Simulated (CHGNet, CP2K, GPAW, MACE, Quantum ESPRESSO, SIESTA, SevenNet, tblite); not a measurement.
# Running generalised stacking fault on (111) (shuffle set) of a GaAs-GaSb solid solution (48 atoms) with GPAW

Wanted: GPAW inputs and outputs for generalised stacking fault on (111) (shuffle set) of a GaAs-GaSb solid solution (48 atoms), checked against a plane-wave reference.

Main program and level: GPAW 26.7.0; the method is named at each step.

### 1. Set-up

The cell holds 48 atoms: 24 Ga, 10 Sb and 14 As. Cell: a = 8.267 Å, b = 7.159 Å, c = 20.392 Å, α = 90.0°, β = 83.2°, γ = 90.0°. Zinc-blende GaAs lattice (a = 5.8453 Å, the value set for the mixture), cell with z along [111], 2 x 1 x 2 periods; the third cell vector is tilted by 0.583 of 1/2[1-10] and lengthened by 0 Å, so the cell holds one fault (shuffle set); displaced by a Gaussian of 0.01 Å; 10 of 24 As sites given to Sb at random (lattice constant by Vegard's rule between GaAs and GaSb). Then every atom was moved at random, 0.05 Å r.m.s. a Cartesian component. The structure's axis is c.

The yardstick, on the same geometry:

```
method                 : Kohn-Sham DFT, PBE, GBRV 1.5 ultrasoft pseudopotentials, plane waves (Quantum ESPRESSO 7.5); gbrv-pbe-1.5, cutoffs 40/200 Ry, Γ point
r.m.s. force component : 0.897 eV/Å
longest force          : 3.717 eV/Å
pressure               : 5.533 GPa
time                   : 2.6 min on 4 MPI ranks of Arm Neoverse V1, shared host
CPU time               : 10 min
```

### 2. PBE, LCAO dzp, h 0.2 Å

Method: Kohn-Sham DFT, PBE, PAW, atomic orbitals (dzp).

run.py

```python
import numpy as np
from ase.io import read
from gpaw import GPAW, FermiDirac

atoms = read("structure.xyz")
atoms.calc = GPAW(
    mode="lcao",
    basis="dzp",
    h=0.2,
    xc="PBE",
    kpts={"size": (1, 1, 1), "gamma": True},
    occupations=FermiDirac(0.05),
    maxiter=200,
    symmetry={"point_group": False},
    txt="gpaw.txt",
)
energy = atoms.get_potential_energy(force_consistent=True)
forces = atoms.get_forces()
print(f"energy {energy:.6f} eV")
print("forces (eV/A)")
for i, (a, f) in enumerate(zip(atoms, forces)):
    print(f"{i:4d} {a.symbol:2s} {f[0]:10.5f} {f[1]:10.5f} {f[2]:10.5f}")
print(f"Fermi level {atoms.calc.get_fermi_level():.4f} eV")
for k in range(len(atoms.calc.get_ibz_k_points())):
    for s in range(atoms.calc.get_number_of_spins()):
        e = atoms.calc.get_eigenvalues(kpt=k, spin=s)
        n = np.searchsorted(e, atoms.calc.get_fermi_level())
        print(f"k {k} spin {s} levels about the Fermi level:", np.round(e[max(n - 6, 0):n], 4).tolist(), "|", np.round(e[n:n + 6], 4).tolist())
```

structure.xyz

```xyz
48
Lattice="8.26650 0.00000 0.00000 0.00000 7.15900 0.00000 2.41109 0.00000 20.24871" Properties=species:S:1:pos:R:3 pbc="T T T"
Ga 6.19216 3.53862 18.97385
Sb 6.09154 3.52430 1.23193
Ga 6.14043 5.86981 2.22149
As 6.24600 6.00747 4.72909
Ga 10.44218 3.56103 18.96109
As 2.06417 3.57535 1.16167
Ga 1.97687 5.86981 2.09675
As 2.12913 5.98027 4.66814
Ga 4.10549 7.10481 19.10061
As 4.16861 0.03823 1.26818
Ga 4.20056 2.41344 2.08703
As 4.09697 2.40113 4.71876
Ga 4.13614 4.75665 5.53924
As 4.16172 4.72788 7.93466
Ga 6.25755 1.19734 5.46897
Sb 6.22934 1.19562 8.00755
Ga 6.13071 3.60721 8.86833
Sb 6.17928 3.52932 11.40063
Ga 6.18532 6.05265 12.24136
Sb 6.15558 6.04263 14.70117
Ga 8.33242 0.03844 18.83414
Sb 8.26501 7.13208 1.11145
Ga 8.16289 2.40249 2.06577
As 8.18371 2.28823 4.63088
Ga 8.26398 4.71191 5.40499
Sb 8.24658 4.74713 8.06911
Ga 2.06655 1.22856 5.48031
As 2.04851 1.19892 7.91907
Ga 2.12295 3.58695 8.80657
As 2.01879 3.58344 11.42108
Ga 2.15735 5.95185 12.27578
As 1.98958 5.86666 14.81213
Ga 4.12551 0.02463 8.79341
As 4.15386 0.01439 11.35163
Ga 4.10625 2.35402 12.16462
As 4.08766 2.41917 14.71737
Ga 4.16139 4.69580 15.61358
Sb 4.14303 4.88523 18.16208
Ga 6.16607 1.12919 15.63140
Sb 6.19564 1.25290 18.08736
Ga 8.20522 7.15220 8.89850
Sb 8.21766 0.03200 11.37795
Ga 8.30261 2.38767 12.22253
As 8.27116 2.37715 14.85891
Ga 8.38370 4.74069 15.62289
As 8.34922 4.79023 18.16026
Ga 2.07042 1.19548 15.65489
Sb 10.29641 1.15124 18.07359
```

The run is started by

```bash
$ OMP_NUM_THREADS=1 python run.py > output.txt
```

Log:

```text
energy -162.064575 eV
forces (eV/A)
   0 Ga    0.54536    1.74314    1.13531
   1 Sb    2.00924    1.56086   -1.65163
   2 Ga   -0.81113    0.48643    0.63289
   3 As   -0.34808   -0.13245   -0.54781
   4 Ga   -1.37481    0.05319    0.90489
   5 As    0.17844   -0.15816   -0.76216
   6 Ga    1.44909   -0.63292    1.07893
   7 As   -0.40279    0.24289   -0.42667
   8 Ga   -0.06407    1.55946    1.37580
   9 As    0.60065   -0.20576   -0.31241
  10 Ga   -2.90001   -1.87105    1.94690
  11 As    0.68331    0.20920   -0.76802
  12 Ga    0.20950   -0.17563   -0.79680
  13 As   -0.45488    0.94542    0.83235
  14 Ga   -1.37070   -0.37696   -0.55537
  15 Sb   -0.67088    0.76744   -0.20147
  16 Ga   -0.45828   -0.20131   -0.17789
  17 Sb    0.14182    1.38428    0.12071
  18 Ga   -1.17241   -0.82089   -0.99283
  19 Sb    0.73072   -1.51454    0.67241
  20 Ga   -2.35172   -2.11557    1.44811
  21 Sb    0.31312    0.25471   -1.01173
  22 Ga    1.30651   -0.30989    0.94678
  23 As    1.45364    1.21452   -0.79569
[...]
40 Ga    1.79830    0.05908   -0.78995
  41 Sb    1.58969   -0.19853    0.45883
  42 Ga    0.57994    0.34431    1.45277
  43 As   -0.46008    0.07925   -0.71678
  44 Ga   -1.33327   -0.64635    0.70562
  45 As   -0.49161    0.04617   -0.01282
  46 Ga    0.03056   -0.42978   -2.47953
  47 Sb    1.60970    1.10454    0.65655
Fermi level 5.1474 eV
k 0 spin 0 levels about the Fermi level: [4.5724, 4.7154, 4.8723, 4.9179, 5.0306, 5.0984] | [5.2053, 5.2403, 5.4921, 5.5239, 5.7136, 5.8905]
```

gpaw.txt:

```text
Input parameters:
  mode=LCAO(),
  basis={'default': 'dzp'},
  h=0.2,
  kpts=MonkhorstPack(size=(1, 1, 1), gamma=True),
  maxiter=200,
  occupations=Occupations(name='fermi-dirac', width=0.05, fixmagmom=False),
  symmetry=Symmetry(point_group=False),
  xc=XC(name='PBE')
Unit cell  # Å
| periodic |        x |        y |         z |   lengths |    angles |
|----------|----------|----------|-----------|-----------|-----------|
|      yes | 8.266500 | 0.000000 |  0.000000 |  8.266500 | 90.000000 |
|      yes | 0.000000 | 7.159000 |  0.000000 |  7.159000 | 83.209549 |
|      yes | 2.411090 | 0.000000 | 20.248710 | 20.391754 | 90.000000 |
Number of symmetries: 1
Symmetry operations  # r_c * U_cc + t_c -> r_c
|   | kind |            matrix            |
|---|------|------------------------------|
| 0 |  E   |  1, 0, 0,  0, 1, 0,  0, 0, 1 |
BZ-sampling:
  Number of BZ points: 1
  Number of IBZ points: 1
  Monkhorst-Pack size: [1, 1, 1]
  Monkhorst-Pack shift: [0, 0, 0]
[... lines left out ...]
  Fermi-Dirac:
[... lines left out ...]
xc functional:
  name: PBE with 2 nearest neighbor stencil
interpolation: tri-quintic # 5. degree polynomial
Initialization done in: 8.500 s
convergence criteria:
- Maximum [total energy] change in last 3 cyles: 0.0005 eV / valence electron
- Maximum integral of absolute [dens]ity change: 0.0001 electrons / valence electron
- Maximum integral of absolute [eigenst]ate change: 4e-08 eV^2 / valence electron
maximum number of iterations: 200
SCF iterations
|iter     |      energy | eigst |  dens |
|---------|-------------|-------|-------|
|iter:   1| -162.990785 |      c|       |
|iter:   2| -162.731645 |      c| -1.15 |
|iter:   3| -181.381440 |      c| -1.18 |
|iter:   4| -261.777185 |      c| -1.08 |
[...]
|iter:   9| -162.013945 |      c| -1.92 |
|iter:  10| -161.982948 |      c| -2.15 |
|iter:  11| -161.980132c|      c| -2.47 |
|iter:  12| -161.971558c|      c| -2.56 |
|iter:  13| -161.968039c|      c| -2.78 |
|iter:  14| -161.968080c|      c| -3.27 |
|iter:  15| -161.968246c|      c| -3.60 |
|iter:  16| -161.968111c|      c| -3.95 |
|iter:  17| -161.968208c|      c| -4.11c|
Converged in 17 steps
SCF loop duration: 159.455 s (9.380 s/step)
Energy contributions relative to reference atoms: (reference = -3893089.329576)
Energy contributions:
  Kinetic:         776.774025
  Coulomb:        -675.905384
  Zero:              1.370273
  External:          0.000000
  Xc:             -264.110755
  Entropy:          -0.192734
  Spinorbit:         0.000000
  ----------------------------
  Free energy:    -162.064575
  Extrapolated:   -161.968208
dipole moment: (52.093343, -47.835992, -6.912328)  # |e|*Ang
Fermi level: 5.147
Eigenvalues  # (at kpt = [0.000, 0.000, 0.000])
| band index |      eig [eV] | occ [0-2] |
|------------|---------------|-----------|
|          0 |       -24.094 |     2.000 |
|        ... |               |           |
|        138 |         4.389 |     2.000 |
|        139 |         4.505 |     2.000 |
[...]
|        153 |         6.126 |     0.000 |
|        ... |               |           |
|        179 |         8.971 |     0.000 |
Gap: 0.107 eV
Transition (v -> c):
  (s=0, k=0, n=145, [0.00, 0.00, 0.00]) -> (s=0, k=0, n=146, [0.00, 0.00, 0.00])
No difference between direct/indirect transitions
Force computation time: 21.140  # s
timing:  # [seconds]
  Total:  189.118  # ━━━━━━━━━━━━━━━━━━━━━━━━━━━━━━━━━━━━━━━━━━━━━━━━━━━━━━━━
  Init:     8.500  # ━━╸
  SCF:    159.455  # ━━━━━━━━━━━━━━━━━━━━━━━━━━━━━━━━━━━━━━━━━━━━━━━
  Forces:  21.140  # ━━━━━━╸
```

It took 3.2 min on 1 thread of Arm Neoverse V1, shared host; peak memory 1.3 GiB.

Banners, paths, timers and routine set-up lines are dropped from the logs unmarked, and long logs keep their key lines alone; longer cuts are marked.

Against the reference:

| Property | Result |
| --- | --- |
| r.m.s. force component | 0.966 eV/Å |
| r.m.s. difference of force components | 78.34 meV/Å |
| longest difference of force vectors | 265.2 meV/Å |
| force difference over r.m.s. force | 8.734 % |
| slope of forces against the reference's | 1.076 |
| correlation of force components | 0.9992 |

Length of the force difference by element (eV/Å):

```csv
element,atoms,mean,most
As,14,0.11,0.25
Ga,24,0.12,0.25
Sb,10,0.14,0.27
```

A closer look about Ga11, which bears the longest force: 13 atoms, nearest first, numbered in the order of the input, with positions taken from that point.

```csv
atom,x,y,z,distance (Å),bonds,Fx,Fy,Fz (eV/Å)
Ga11,0.00,0.00,0.00,0.00,4,-2.90,-1.87,1.95
Sb2,1.89,1.11,-0.86,2.35,3,2.01,1.56,-1.65
As10,-0.03,-2.38,-0.82,2.51,3,0.60,-0.21,-0.31
As6,-2.14,1.16,-0.93,2.60,3,0.18,-0.16,-0.76
As12,-0.10,-0.01,2.63,2.63,4,0.68,0.21,-0.77
Ga1,-0.42,1.13,-3.36,3.57,3,0.55,1.74,1.14
Ga23,3.96,-0.01,-0.02,3.96,4,1.31,-0.31,0.95
Ga3,1.94,3.46,0.13,3.97,4,-0.81,0.49,0.63
Ga7,-2.22,3.46,0.01,4.11,4,1.45,-0.63,1.08
Ga15,2.06,-1.22,3.38,4.14,4,-1.37,-0.38,-0.56
Ga13,-0.06,2.34,3.45,4.17,4,0.21,-0.18,-0.80
Ga27,-2.13,-1.18,3.39,4.18,4,-0.38,-0.55,-0.27
Ga3,1.94,-3.70,0.13,4.18,4,-0.81,0.49,0.63
```

Atoms are counted from 1 here, from 0 in the log.

Forces lie 8.7 % from the reference's, at 0.31 times its CPU time (on 1 against 4 cores).

### 3. PBE, plane waves 550 eV

Method: Kohn-Sham DFT, PBE, PAW, plane waves.

Changes to run.py since step 2:

```diff
@@ -2,3 +2,4 @@
 from ase.io import read
-from gpaw import GPAW, FermiDirac
+from gpaw import GPAW, FermiDirac, PW
+from ase.parallel import parprint as print
 
@@ -6,5 +7,3 @@
 atoms.calc = GPAW(
-    mode="lcao",
-    basis="dzp",
-    h=0.2,
+    mode=PW(550),
     xc="PBE",
@@ -14,2 +13,3 @@
     symmetry={"point_group": False},
+    nbands=396,
     txt="gpaw.txt",
@@ -22,2 +22,6 @@
     print(f"{i:4d} {a.symbol:2s} {f[0]:10.5f} {f[1]:10.5f} {f[2]:10.5f}")
+stress = -atoms.get_stress(voigt=False) * 160.21766
+print("stress (GPa, compression positive)")
+for row in stress:
+    print(" ".join(f"{x:10.4f}" for x in row))
 print(f"Fermi level {atoms.calc.get_fermi_level():.4f} eV")
```

structure.xyz is that of step 2.

Log:

```text
energy -171.133653 eV
forces (eV/A)
   0 Ga    0.52256    1.63580    1.05656
   1 Sb    1.91639    1.49117   -1.48370
   2 Ga   -0.80222    0.47732    0.60789
   3 As   -0.32425   -0.11941   -0.55225
   4 Ga   -1.31284    0.03461    0.83041
   5 As    0.15673   -0.11714   -0.69898
   6 Ga    1.37689   -0.62939    1.01826
   7 As   -0.38428    0.23999   -0.42791
   8 Ga   -0.08559    1.44870    1.30999
   9 As    0.61367   -0.18723   -0.25265
  10 Ga   -2.77086   -1.79328    1.82780
  11 As    0.64471    0.21106   -0.72187
  12 Ga    0.19260   -0.18620   -0.71781
  13 As   -0.45576    0.89831    0.73509
  14 Ga   -1.29842   -0.37038   -0.51556
  15 Sb   -0.65737    0.73213   -0.20902
  16 Ga   -0.43367   -0.19430   -0.16040
  17 Sb    0.11981    1.31212    0.08600
  18 Ga   -1.11579   -0.78717   -0.92131
  19 Sb    0.67440   -1.41901    0.63233
  20 Ga   -2.22956   -2.05781    1.34072
  21 Sb    0.35057    0.24230   -0.98162
  22 Ga    1.24371   -0.29629    0.89615
  23 As    1.37834    1.16529   -0.77066
[...]
40 Ga    1.71084    0.04442   -0.73613
  41 Sb    1.51523   -0.15986    0.42110
  42 Ga    0.55549    0.32268    1.39614
  43 As   -0.43675    0.07750   -0.68867
  44 Ga   -1.23581   -0.62679    0.70324
  45 As   -0.45910    0.06819   -0.03263
  46 Ga    0.02115   -0.39584   -2.34990
  47 Sb    1.49005    1.06367    0.63226
stress (GPa, compression positive)
   12.1587     0.5527     0.4266
    0.5527     2.0063    -0.4499
    0.4266    -0.4499     3.8949
Fermi level 5.1184 eV
k 0 spin 0 levels about the Fermi level: [4.5543, 4.6959, 4.8488, 4.8905, 5.0043, 5.0684] | [5.1773, 5.2092, 5.4616, 5.4938, 5.6688, 5.845]
```

gpaw.txt:

```text
Input parameters:
  mode=PW(ecut=550.0),
  kpts=MonkhorstPack(size=(1, 1, 1), gamma=True),
  maxiter=200,
  nbands=396,
  occupations=Occupations(name='fermi-dirac', width=0.05, fixmagmom=False),
  symmetry=Symmetry(point_group=False),
  xc=XC(name='PBE')
Diagonalizing LCAO Hamiltonian
Converting LCAO to pw mode
Unit cell  # Å
[... lines left out ...]
  Converge bands: occupied
[... lines left out ...]
  Fermi-Dirac:
[... lines left out ...]
convergence criteria:
- Maximum [total energy] change in last 3 cyles: 0.0005 eV / valence electron
[... lines left out ...]
Converged in 21 steps
[... lines left out ...]
  Free energy:    -171.133653
[... lines left out ...]
Fermi level: 5.118
[... lines left out ...]
| band index |      eig [eV] | occ [0-2] |
|------------|---------------|-----------|
|          0 |       -24.069 |     2.000 |
|        ... |               |           |
|        138 |         4.360 |     2.000 |
|        139 |         4.483 |     2.000 |
[...]
|        ... |               |           |
[...]
Gap: 0.109 eV
Transition (v -> c):
  (s=0, k=0, n=145, [0.00, 0.00, 0.00]) -> (s=0, k=0, n=146, [0.00, 0.00, 0.00])
No difference between direct/indirect transitions
Force computation time: 6.538  # s
Stress tensor  # eV/Ang^3
|         x |         y |         z |
|-----------|-----------|-----------|
[...]
| -0.003450 | -0.012522 |  0.002808 |
| -0.002662 |  0.002808 | -0.024310 |
Stress computation time: 38.823  # s
timing:  # [seconds]
  Total:  458.862  # ━━━━━━━━━━━━━━━━━━━━━━━━━━━━━━━━━━━━━━━━━━━━━━━━━━━━━━━━
  Init:    15.183  # ━━
  SCF:    398.298  # ━━━━━━━━━━━━━━━━━━━━━━━━━━━━━━━━━━━━━━━━━━━━━━━━╸
  Forces:   6.538  # ━
  Stress:  38.823  # ━━━━╸
```

Wall time 7.7 min (1 thread); peak memory 1 GiB.

Compared with the plane-wave run:

| Property | Result |
| --- | --- |
| r.m.s. force component | 0.9163 eV/Å |
| r.m.s. difference of force components | 31.73 meV/Å |
| longest difference of force vectors | 130.6 meV/Å |
| force difference over r.m.s. force | 3.538 % |
| slope of forces against the reference's | 1.021 |
| correlation of force components | 0.9996 |
| pressure | 6.02 GPa |
| pressure difference | 0.4873 GPa |

Against the first run (8.7 %), the force difference from the reference is 3.5 %, at 2.4 times the CPU time.

### 4. PBE, LCAO dzp, h 0.22 Å

Method: Kohn-Sham DFT, PBE, PAW, atomic orbitals (dzp).

Changes to run.py since step 3:

```diff
@@ -2,4 +2,3 @@
 from ase.io import read
-from gpaw import GPAW, FermiDirac, PW
-from ase.parallel import parprint as print
+from gpaw import GPAW, FermiDirac
 
@@ -7,3 +6,5 @@
 atoms.calc = GPAW(
-    mode=PW(550),
+    mode="lcao",
+    basis="dzp",
+    h=0.22,
     xc="PBE",
@@ -13,3 +14,2 @@
     symmetry={"point_group": False},
-    nbands=396,
     txt="gpaw.txt",
@@ -22,6 +22,2 @@
     print(f"{i:4d} {a.symbol:2s} {f[0]:10.5f} {f[1]:10.5f} {f[2]:10.5f}")
-stress = -atoms.get_stress(voigt=False) * 160.21766
-print("stress (GPa, compression positive)")
-for row in stress:
-    print(" ".join(f"{x:10.4f}" for x in row))
 print(f"Fermi level {atoms.calc.get_fermi_level():.4f} eV")
```

structure.xyz is that of step 3.

Log:

```text
energy -161.720226 eV
forces (eV/A)
   0 Ga    0.54203    1.73751    1.13522
   1 Sb    2.00461    1.56724   -1.64349
   2 Ga   -0.80749    0.48629    0.64352
   3 As   -0.35309   -0.12782   -0.55157
   4 Ga   -1.36554    0.04954    0.91085
   5 As    0.17203   -0.15901   -0.75773
   6 Ga    1.45343   -0.63199    1.07607
   7 As   -0.40288    0.25193   -0.44139
   8 Ga   -0.06563    1.55968    1.37164
   9 As    0.60404   -0.20743   -0.31957
  10 Ga   -2.90232   -1.87277    1.94467
  11 As    0.69425    0.21101   -0.76756
  12 Ga    0.20743   -0.18380   -0.78882
  13 As   -0.46248    0.94671    0.81830
  14 Ga   -1.37436   -0.37951   -0.55914
  15 Sb   -0.67368    0.76521   -0.20368
  16 Ga   -0.46243   -0.20253   -0.18612
  17 Sb    0.13603    1.38460    0.10870
  18 Ga   -1.17043   -0.81540   -0.99848
  19 Sb    0.73760   -1.52471    0.67652
  20 Ga   -2.35538   -2.11524    1.44761
  21 Sb    0.31212    0.24432   -1.01878
  22 Ga    1.30657   -0.31381    0.95029
  23 As    1.44880    1.21151   -0.80128
[...]
40 Ga    1.79680    0.06063   -0.79214
  41 Sb    1.59093   -0.18575    0.46914
  42 Ga    0.58367    0.33843    1.45660
  43 As   -0.46712    0.07250   -0.73556
  44 Ga   -1.33489   -0.65415    0.71479
  45 As   -0.48438    0.04434   -0.01439
  46 Ga    0.03276   -0.42979   -2.47803
  47 Sb    1.61199    1.09915    0.65534
Fermi level 5.1476 eV
k 0 spin 0 levels about the Fermi level: [4.5723, 4.7154, 4.8722, 4.918, 5.0306, 5.0987] | [5.2056, 5.2405, 5.4922, 5.524, 5.714, 5.891]
```

gpaw.txt:

```text
Input parameters:
  mode=LCAO(),
  basis={'default': 'dzp'},
  h=0.22,
  kpts=MonkhorstPack(size=(1, 1, 1), gamma=True),
  maxiter=200,
  occupations=Occupations(name='fermi-dirac', width=0.05, fixmagmom=False),
  symmetry=Symmetry(point_group=False),
  xc=XC(name='PBE')
Unit cell  # Å
| periodic |        x |        y |         z |   lengths |    angles |
[... lines left out ...]
  Fermi-Dirac:
[... lines left out ...]
convergence criteria:
- Maximum [total energy] change in last 3 cyles: 0.0005 eV / valence electron
[... lines left out ...]
Converged in 17 steps
[... lines left out ...]
  Free energy:    -161.720226
  Extrapolated:   -161.623898
dipole moment: (52.099061, -47.840643, -6.966481)  # |e|*Ang
Fermi level: 5.148
Eigenvalues  # (at kpt = [0.000, 0.000, 0.000])
| band index |      eig [eV] | occ [0-2] |
|------------|---------------|-----------|
|          0 |       -24.092 |     2.000 |
|        ... |               |           |
|        138 |         4.389 |     2.000 |
|        139 |         4.505 |     2.000 |
[...]
|        153 |         6.126 |     0.000 |
|        ... |               |           |
|        179 |         8.971 |     0.000 |
Gap: 0.107 eV
Transition (v -> c):
  (s=0, k=0, n=145, [0.00, 0.00, 0.00]) -> (s=0, k=0, n=146, [0.00, 0.00, 0.00])
No difference between direct/indirect transitions
Force computation time: 16.314  # s
timing:  # [seconds]
  Total:  147.839  # ━━━━━━━━━━━━━━━━━━━━━━━━━━━━━━━━━━━━━━━━━━━━━━━━━━━━━━━━
  Init:     7.633  # ━━━
  SCF:    123.865  # ━━━━━━━━━━━━━━━━━━━━━━━━━━━━━━━━━━━━━━━━━━━━━━━
  Forces:  16.314  # ━━━━━━
```

Wall time 2.5 min (1 thread); peak memory 0.98 GiB.

Against the reference:

```yaml
r_m_s_force_component: 0.9662 eV/Å
r_m_s_difference_of_force_components: 78.25 meV/Å
longest_difference_of_force_vectors: 262.9 meV/Å
force_difference_over_r_m_s_force: 8.723 %
slope_of_forces_against_the_reference_s: 1.076
correlation_of_force_components: 0.9992
energy_less_the_same_level_run_s: 7.174 meV/atom
r_m_s_force_difference_from_the_same_level_run: 6.139 meV/Å
```

This is a coarse setting, run to see what it loses.

Against the first run (8.7 %), the force difference from the reference is 8.7 %, at 0.78 times the CPU time: the change moves forces by 6.1 meV/Å r.m.s., so most of the difference comes from elsewhere.

(Part 1 of 2 ends here.)

[Also dropped from logs without a mark: logging warnings of Python, and SIESTA's first energy breakdown and zero terms.]

[Logs are printed without paths, hosts, clocks, repeated set-up lines and the standing remarks that a program may print on its own settings, such as how far it seeks lower states.]

[Hosts, paths, dates, database ids (printed as entryN), source tags and the programs' standing remarks are cut or masked in the printed files.]
